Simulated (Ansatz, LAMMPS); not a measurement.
**Glassy 61SiO2-13MgO-11CaO-15ZnO (mol %) (141 atoms): a short ab initio trajectory**

Aim: follow glassy 61SiO2-13MgO-11CaO-15ZnO (mol %) (141 atoms) for a short time with forces from DFT, then look at structure and electrons in the last frame.

Method: Kohn-Sham DFT, PBE, PAW (set soft_2), plane waves, in Ansatz 0.2.0.

**1. Starting point**

The cell holds 141 atoms: 33 Si, 7 Mg, 6 Ca, 8 Zn and 87 O. Its edges and angles: a = 12.464 Å, b = 12.464 Å, c = 12.464 Å, α = 90.0°, β = 90.0°, γ = 90.0°. 141 atoms (33 Si, 7 Mg, 6 Ca, 8 Zn, 87 O) placed at random at 2.71 g/cm³, melted at 4000 K for 10 ps at fixed volume with the Morse and Coulomb pair potential with partial charges (Pedone, Malavasi, Menziani, Cormack and Segre, J. Phys. Chem. B 110, 11780 (2006)). Quenched from 4000 K to 300 K at 50 K/ps and fixed volume, held 10 ps at zero pressure.

Limits known from the start: The quench rate of 50 K/ps is many orders above laboratory rates, so the cell is likely richer in defects and strain than a real sample. The network of bonds at the start is that of the classical potential that made the cell. Only the Γ point is sampled, in a cell whose shortest periodic width is 12 Å.

**2. Single point at the start**

The forces at the start show how far the geometry lies from a minimum of this functional.

input.yaml

```yaml
crystal:
  lattice:
    - [12.4643, 0.0, 0.0]
    - [0.0, 12.4643, 0.0]
    - [0.0, 0.0, 12.4643]
  atoms:
    - { symbol: Si, position: [0.82854, 0.58245, 0.06382] }
    - { symbol: Si, position: [0.27528, 0.22162, 0.3747] }
    - { symbol: Si, position: [0.56083, 0.89459, 0.05101] }
    - { symbol: Si, position: [0.08571, 0.21185, 0.01513] }
    [... 131 atom lines left out ...]
    - { symbol: O, position: [0.14614, 0.58734, 0.47986] }
    - { symbol: O, position: [0.85012, 0.06247, 0.35479] }
    - { symbol: O, position: [0.00739, 0.96147, 0.74889] }
    - { symbol: O, position: [0.26184, 0.72703, 0.34085] }
    - { symbol: O, position: [0.18101, 0.13883, 0.05308] }
    - { symbol: O, position: [0.90991, 0.03352, 0.13603] }
kpoints:
  mp_grid: { grid: [1, 1, 1] }
hamiltonian:
  xc: pbe
scf:
  occupations: { method: fixed }
output:
  forces: true
  stress: true
```

Run with:

```console
> ansatz run input.yaml --threads 4 --pin off --max-ram 8192MiB --backend cpu --events-out ev --progress --plain --runs-dir out
```

Wall time 37 s (4 threads of Arm Neoverse V1, shared host); peak memory 2.9 GiB.

Numbers from this run:

```
free energy            : -121405.0912 eV
free energy per atom   : -861.0290 eV/atom
SCF cycles             : 10
pressure               : 4.643 GPa
r.m.s. force component : 1.44 eV/Å
longest force          : 6.855 eV/Å
Fermi energy           : 4.264 eV
```

The r.m.s. force component of 1.4 eV/Å and the pressure of 4.6 GPa set the starting point.

Neighbours are counted within 2.12 Å (O-Si), 2.38 Å (O-Zn), 2.48 Å (O-Mg), 2.83 Å (O-Ca).

Length of the force by element and coordination:

```tsv
element	coordination	atoms	mean length of the force (eV/Å)	spread	least	most
Ca	all	6	0.791	0.367	0.314	1.32
Ca	4	3	0.824	0.393	0.353	1.32
Ca	5	1	1.12	0	1.12	1.12
Ca	6	2	0.578	0.264	0.314	0.842
Mg	all	7	1.10	0.660	0.120	2.21
Mg	3	1	2.21	0	2.21	2.21
Mg	4	4	0.766	0.515	0.120	1.49
Mg	5	2	1.21	0.380	0.833	1.59
O	all	87	2.03	1.12	0.381	5.32
O	2	48	1.98	1.01	0.472	4.82
O	3	31	2.01	1.19	0.381	5.32
O	4	8	2.39	1.41	0.778	5.02
Si	all	33	3.14	1.35	0.861	6.86
Zn	all	8	0.841	0.467	0.304	1.60
Zn	3	1	0.398	0	0.398	0.398
Zn	4	7	0.904	0.466	0.304	1.60
```

**3. Dynamics at 600 K**

Without a thermostat the total energy must stay constant, which tests forces and time step. The time step is 1.0 fs.

Edit input.yaml of step 2 so:

```diff
@@ -16 +16,8 @@
   stress: true
+md:
+  timestep: 1.0
+  n_steps: 110
+  ensemble: nve
+  temperature: 600
+  initial_velocities: maxwell_boltzmann
+  seed: 9535
```

Wall time 42 min (4 threads); peak memory 3.1 GiB; 2.8 h of CPU time.

The program notes that the SCF threshold is loose for the stress and it switched symmetry off.

Rows from the run:

```tsv
time (fs)	T (K)	potential (meV/atom)	conserved (meV/atom)
0.0	600	0.0	0.00
7.0	697	-12.5	-0.09
15.0	632	-4.1	-0.02
22.0	572	3.6	-0.02
29.0	553	6.1	-0.01
37.0	652	-6.7	-0.07
44.0	626	-3.4	-0.01
51.0	635	-4.5	-0.05
59.0	598	0.2	-0.02
66.0	598	0.2	-0.05
73.0	595	0.6	-0.03
81.0	640	-5.2	-0.05
88.0	623	-3.0	-0.02
95.0	631	-4.1	-0.05
103.0	588	1.5	-0.01
110.0	622	-2.9	-0.05
```

Mean square displacement from the first frame to the last: Si 0.068 Å², Mg 0.12 Å², Ca 0.31 Å², Zn 0.071 Å², O 0.11 Å².

The mean square displacement by time lag:

```tsv
time lag (fs)	Ca (Å²)	Mg (Å²)	O (Å²)	Si (Å²)	Zn (Å²)
1.0	5.0e-5	5.4e-5	9.5e-5	5.9e-5	1.5e-5
3.0	4.5e-4	4.9e-4	8.5e-4	5.2e-4	1.4e-4
5.0	0.00127	0.00134	0.00232	0.00141	3.8e-4
10.0	0.00509	0.00528	0.00854	0.00505	0.00145
12.0	0.00733	0.00753	0.0117	0.00681	0.00206
14.0	0.00998	0.0101	0.0151	0.00861	0.00275
16.0	0.0130	0.0130	0.0186	0.0103	0.00352
19.0	0.0184	0.0179	0.0238	0.0127	0.00480
23.0	0.0268	0.0252	0.0305	0.0152	0.00672
25.0	0.0316	0.0290	0.0337	0.0161	0.00776
28.0	0.0394	0.0349	0.0382	0.0172	0.00937
30.0	0.0451	0.0388	0.0412	0.0179	0.0105
32.0	0.0511	0.0428	0.0442	0.0185	0.0116
37.0	0.0675	0.0521	0.0517	0.0203	0.0145
39.0	0.0746	0.0557	0.0547	0.0212	0.0157
41.0	0.0820	0.0590	0.0576	0.0222	0.0169
43.0	0.0896	0.0621	0.0605	0.0233	0.0180
46.0	0.101	0.0664	0.0645	0.0251	0.0198
50.0	0.118	0.0715	0.0692	0.0276	0.0221
52.0	0.126	0.0737	0.0712	0.0289	0.0233
55.0	0.139	0.0767	0.0739	0.0306	0.0250
```

Over the second half of 110 fs the temperature averages 612 K with swings of 17 K r.m.s. The conserved energy stays within 0.09 meV/atom. From first frame to last Ca has the largest mean square displacement, 0.31 Å² at the end; the farthest move is 0.90 Å. The count of bonds goes from 225 in the first frame to 231 in the last, by one set of cutoffs: 2 pairs passed out of them and 8 came within. The run spans 0.11 ps, too short for its means to be equilibrium values.

**4. Distances and neighbours late in the run**

The g(r) is a mean over the second half; what follows it is taken at the last frame.

Bonds before and after, by the cutoffs listed below:

```tsv
pair	bonds before	bonds after	mean before (Å)	mean after (Å)	spread before (Å)	spread after (Å)
O-Si	132	132	1.616	1.646	0.052	0.056
O-Zn	31	33	2.029	2.046	0.082	0.142
O-Mg	30	32	2.063	2.085	0.148	0.164
O-Ca	32	34	2.483	2.480	0.203	0.219
```

Density 2.79 g/cm³, 13.73 Å³ an atom.

Mean of 15 frames. Pair distribution functions g(r), in bins of 0.2 Å:

```tsv
r (Å)	total	O-O	O-Si	O-Zn	O-Mg	O-Ca	Si-Si
1.50	0.88	0.00	3.07	0.00	0.00	0.00	0.00
1.70	2.88	0.00	9.93	0.12	0.00	0.00	0.00
1.90	0.56	0.00	0.09	3.90	4.29	0.00	0.00
2.10	0.52	0.00	0.00	3.62	3.57	0.83	0.00
2.30	0.35	0.06	0.00	1.03	1.19	3.50	0.00
2.50	0.78	1.62	0.00	0.24	0.34	2.45	0.00
2.70	1.45	3.46	0.02	0.20	0.10	0.98	0.00
2.90	0.85	1.45	0.09	0.39	0.41	0.43	1.70
3.10	0.92	0.83	0.20	0.40	0.43	0.51	4.72
3.30	0.85	0.81	0.72	0.79	0.34	0.63	0.63
3.50	0.83	0.71	0.93	0.83	0.23	0.41	0.10
3.70	0.97	0.78	1.40	1.14	0.92	0.42	0.00
3.90	1.08	0.79	1.68	1.16	1.59	1.01	0.13
4.10	1.16	0.78	1.79	1.49	1.31	1.09	0.86
4.30	1.13	0.75	1.65	1.16	1.62	0.82	1.36
4.50	1.06	0.86	1.08	1.35	1.68	1.30	1.46
4.70	1.04	1.04	0.73	1.30	1.60	1.65	1.27
4.90	1.08	1.44	0.78	0.88	0.82	1.04	1.09
5.10	1.01	1.31	0.70	0.79	0.69	1.27	1.19
5.30	0.97	1.26	0.75	0.56	0.58	0.85	1.47
5.50	0.94	1.01	0.87	0.71	0.64	1.06	1.03
5.70	0.94	0.86	1.04	0.87	0.90	0.80	1.14
5.90	1.00	0.94	1.09	0.94	0.88	0.77	1.07
6.10	0.99	0.92	1.04	1.03	0.96	0.95	0.76
```

Bonds by pair of elements; cutoffs follow the first minimum of g(r), held within bounds set by covalent radii, and pairs that aren't listed don't count as bonded:

```tsv
pair A-B	cutoff (Å)	bonds	mean length (Å)	spread (Å)	shortest (Å)	B about A	A about B
O-Si	2.16	132	1.65	0.056	1.54	1.52	4
O-Zn	2.5	33	2.05	0.142	1.82	0.379	4.12
O-Mg	2.73	32	2.08	0.164	1.87	0.368	4.57
O-Ca	2.98	34	2.48	0.219	2.17	0.391	5.67
```

How many atoms have how many bonded neighbours:

```tsv
element	mean	2	3	4	5	6	7
Ca	5.67	0	0	1	2	1	2
Mg	4.57	0	0	4	2	1	0
O	2.65	40	37	10	0	0	0
Si	4	0	0	33	0	0	0
Zn	4.12	0	0	7	1	0	0
```

Bond angles (no mean is given where the spread exceeds 20°):

```tsv
angle	count	mean (°)	spread (°)
O-Si-O	198	109	7.3
O-Ca-O	83	-	-
O-Mg-O	59	-	-
O-Zn-O	52	-	-
Si-O-Si	47	139	12.2
```

Oxygen atoms by the number of network formers (Si, P, Ge, B, Al, As, Ga) bound to them:

```tsv
network formers bound to O	O atoms	per cent
0	2	2.3
1	38	43.7
2	47	54
```

Network units: each former by its oxygen neighbours and how many of them bridge to another former:

```tsv
former	O neighbours	bridging O	atoms
Si	4	1	3
Si	4	2	8
Si	4	3	13
Si	4	4	9
```

Bond length by coordination (bonds to H left out):

```tsv
element	coordination	atoms	mean bond length (Å)
Ca	4	1	2.44
Ca	5	2	2.39
Ca	6	1	2.52
Ca	7	2	2.54
Mg	4	4	2.03
Mg	5	2	2.11
Mg	6	1	2.19
O	2	40	1.66
O	3	37	1.96
O	4	10	2.15
Zn	4	7	2.03
Zn	5	1	2.12
```

Rings of the network by King's shortest-path rule, up to 12 atoms, one path for each pair of neighbours; H, halogens, alkali and alkaline-earth atoms are left out, and the last column divides by all other atoms, bonded or not:

```tsv
ring size (atoms)	rings	per network atom
4	3	0.023
6	3	0.023
8	11	0.086
10	9	0.07
12	26	0.203
```

First main peaks of g(r), for some of the pairs, lie near 2.7 Å (O-O), 1.6 Å (O-Si), 2.0 Å (O-Zn), 2.0 Å (O-Mg), 2.3 Å (O-Ca) and 3.1 Å (Si-Si). By these cutoffs 33 % of Ca atoms have 5 and as many 7, 57 % of Mg atoms have 4, 46 % of O atoms have 2 and all Si atoms have 4 bonded neighbours. The O-Si-O angle averages 109° with a spread of 7°. Counting bonds to Si alone, not to Zn, 54 % of the oxygens join two of these atoms and 44 % one; 2 % join none. The commonest Si unit has 4 oxygens, 3 of them shared with other formers (13 of 33 atoms). Rings of 12 atoms are the most common (50 % of those counted); sizes run from 4 to 12, where the search stops.

**5. Single point at the last frame**

The last frame is solved once more, with the analyses that the dynamics left out.

input.yaml

```yaml
crystal:
  lattice:
    - [12.4643, 0.0, 0.0]
    - [0.0, 12.4643, 0.0]
    - [0.0, 0.0, 12.4643]
  atoms:
    - { symbol: Si, position: [0.83767, 0.57457, 0.09111] }
    - { symbol: Si, position: [0.26865, 0.22372, 0.36937] }
    - { symbol: Si, position: [0.5605, 0.87932, 0.05463] }
    - { symbol: Si, position: [0.08795, 0.21639, 0.99931] }
    [... 131 atom lines left out ...]
    - { symbol: O, position: [0.14562, 0.5845, 0.49047] }
    - { symbol: O, position: [0.85273, 0.06043, 0.34264] }
    - { symbol: O, position: [0.03769, 0.97135, 0.76176] }
    - { symbol: O, position: [0.24799, 0.73137, 0.34662] }
    - { symbol: O, position: [0.17996, 0.12826, 0.03776] }
    - { symbol: O, position: [0.90242, 0.02127, 0.10761] }
kpoints:
  mp_grid: { grid: [1, 1, 1] }
hamiltonian:
  xc: pbe
scf:
  occupations: { method: fixed }
output:
  forces: true
  stress: true
  populations: true
  dos:
    method: { smearing: { sigma: 0.1 } }
    de: 0.1
    projected: { site_lists: { Ca: [Ca], Mg: [Mg], O: [O], Si: [Si], Zn: [Zn] } }
  eigenvalues: true
  write_density: true
  write_potential: true
  volumetric_format: npy
```

The job ended after 67 s (4 threads; peak memory 3.1 GiB; 4.3 min of CPU time).

Read from the output:

* free energy: -121405.4994 eV
* free energy per atom: -861.0319 eV/atom
* SCF cycles: 10
* pressure: 0.5775 GPa
* r.m.s. force component: 1.206 eV/Å
* longest force: 5.599 eV/Å
* Fermi energy: 4.137 eV
* gap (highest filled to lowest empty level): 2.756 eV
* spilling of the projection: 0.01226

Neighbours are counted within 2.16 Å (O-Si), 2.50 Å (O-Zn), 2.73 Å (O-Mg), 2.98 Å (O-Ca), the cutoffs taken from the dynamics.

Length of the force by element and coordination:

```tsv
element	coordination	atoms	mean length of the force (eV/Å)	spread	least	most
Ca	all	6	0.918	0.544	0.219	1.83
Ca	4	1	0.219	0	0.219	0.219
Ca	5	2	0.970	0.0617	0.909	1.03
Ca	6	1	0.315	0	0.315	0.315
Ca	7	2	1.52	0.312	1.20	1.83
Mg	all	7	1.21	0.565	0.430	2.15
Mg	4	4	1.39	0.669	0.430	2.15
Mg	5	2	0.963	0.262	0.701	1.22
Mg	6	1	0.969	0	0.969	0.969
O	all	87	1.65	0.830	0.436	3.98
O	2	40	1.60	0.796	0.436	3.39
O	3	37	1.71	0.903	0.587	3.98
O	4	10	1.62	0.643	0.916	2.97
Si	all	33	2.72	1.18	1.35	5.60
Zn	all	8	0.998	0.391	0.436	1.59
Zn	4	7	1.07	0.368	0.436	1.59
Zn	5	1	0.509	0	0.509	0.509
```

Löwdin charges by element and coordination (they lack the spilled electrons, 0.077 e an atom on average):

```tsv
element	coordination	atoms	mean charge (e)	spread	least	most
Ca	all	6	1.76	0.0259	1.73	1.80
Ca	4	1	1.80	0	1.80	1.80
Ca	5	2	1.75	0.0114	1.74	1.76
Ca	6	1	1.78	0	1.78	1.78
Ca	7	2	1.73	0.0035	1.73	1.73
Mg	all	7	1.63	0.0206	1.59	1.66
Mg	4	4	1.64	0.0102	1.63	1.66
Mg	5	2	1.60	0.0175	1.59	1.62
Mg	6	1	1.64	0	1.64	1.64
O	all	87	-0.905	0.126	-1.31	-0.759
O	2	40	-0.804	0.0548	-1.01	-0.759
O	3	37	-0.973	0.0856	-1.08	-0.801
O	4	10	-1.06	0.133	-1.31	-0.847
Si	all	33	1.69	0.0537	1.59	1.78
Zn	all	8	1.48	0.0132	1.47	1.51
Zn	4	7	1.48	0.0137	1.47	1.51
Zn	5	1	1.47	0	1.47	1.47
```

Density of states as counts of states in windows of 1 eV (from the Fermi level), total and the larger projections:

```tsv
from (eV)	to (eV)	total	O p	Zn d	Si p	O s
-18	-17	44.1	0.6	0.1	5.4	34.7
-17	-16	16.2	0.2	0.0	1.9	13.1
-16	-15	3.9	0.0	0.1	0.0	3.4
-15	-14	0.1	0.0	0.0	0.0	0.1
-14	-11	0.0	0.0	0.0	0.0	0.0
-11	-10	2.0	1.3	0.0	0.1	0.1
-10	-9	16.9	11.2	0.1	0.9	0.9
-9	-8	17.3	11.7	0.2	1.4	1.0
-8	-7	27.9	19.5	1.0	3.6	1.0
-7	-6	48.0	28.1	11.6	5.7	0.7
-6	-5	81.4	37.7	33.8	5.4	1.6
-5	-4	89.3	57.7	19.6	5.6	2.9
-4	-3	93.2	77.6	6.2	3.9	2.1
-3	-2	105.0	95.1	3.2	2.3	1.2
-2	-1	84.6	78.3	2.4	1.3	0.6
-1	0	35.9	32.7	1.4	0.5	0.2
0	1	0.5	0.5	0.0	0.0	0.0
1	2	0.0	0.0	0.0	0.0	0.0
2	3	2.0	0.1	0.0	0.0	0.4
3	4	6.7	1.1	0.0	0.4	0.8
4	5	17.1	1.6	0.0	1.5	1.5
```

With fixed occupations the program's Fermi level is the highest filled level; weight inside the gap is the broadening of levels at its edges.

Between -26 and -18 eV lie 146 more states.

The stored curve holds about 812 of the 880 electrons; the rest, give or take the few that broadening carries across the Fermi level, lie in deeper levels below its range.

The levels nearest the highest filled one (over half full), pooled over k-points and spins:

```tsv
level less the highest filled one (eV)	occupation
-0.428	2
-0.35	2
-0.300	2
-0.193	2
-0.127	2
0	2
2.76	0
3.60	0
3.69	0
3.85	0
4.07	0
4.37	0
```

Mean Löwdin charges: Ca +1.76, Mg +1.63, O -0.90, Si +1.69, Zn +1.48 e (they miss 1.2 % of the electrons, so they add up to more than the cell's charge).

**6. Outcome**

| Item | Value |
| --- | --- |
| mean temperature, second half | 611.7 K |
| temperature swing, second half | 17.19 K |
| mean pressure, second half | 0.8334 GPa |
| slope of the conserved energy against time, by least squares | 0.0448 meV/atom/ps |
| free energy per atom | -861.0319 eV/atom |
| pressure | 0.5775 GPa |
| r.m.s. force component | 1.206 eV/Å |
| gap (highest filled to lowest empty level) | 2.756 eV |
| wall time of the 3 DFT runs | 44 min |

Over the second half of 110 fs the temperature averages 612 K with swings of 17 K r.m.s. The conserved energy stays within 0.09 meV/atom. The count of bonds goes from 225 in the first frame to 231 in the last, by one set of cutoffs: 2 pairs passed out of them and 8 came within. The run spans 0.11 ps, too short for its means to be equilibrium values. By these cutoffs 33 % of Ca atoms have 5 and as many 7, 57 % of Mg atoms have 4, 46 % of O atoms have 2 and all Si atoms have 4 bonded neighbours. Counting bonds to Si alone, not to Zn, 54 % of the oxygens join two of these atoms and 44 % one; 2 % join none. Between filled and empty levels lie 2.76 eV (at Γ alone); a semilocal functional tends to put such gaps too low. In a disordered cell it changes from sample to sample, and tail or defect levels can set it.

Caveats: The network of bonds at the start is that of the classical potential that made the cell; in DFT 2 of its 225 bonded pairs passed out of the cutoffs and 8 came within them. The pressure of a single frame lacks the kinetic term, about 0.61 GPa here.

[Logs are printed without paths, hosts, clocks, repeated set-up lines and the standing remarks that a program may print on its own settings, such as how far it seeks lower states.]

[Hosts, paths, dates, database ids (printed as entryN), source tags and the programs' standing remarks are cut or masked in the printed files.]
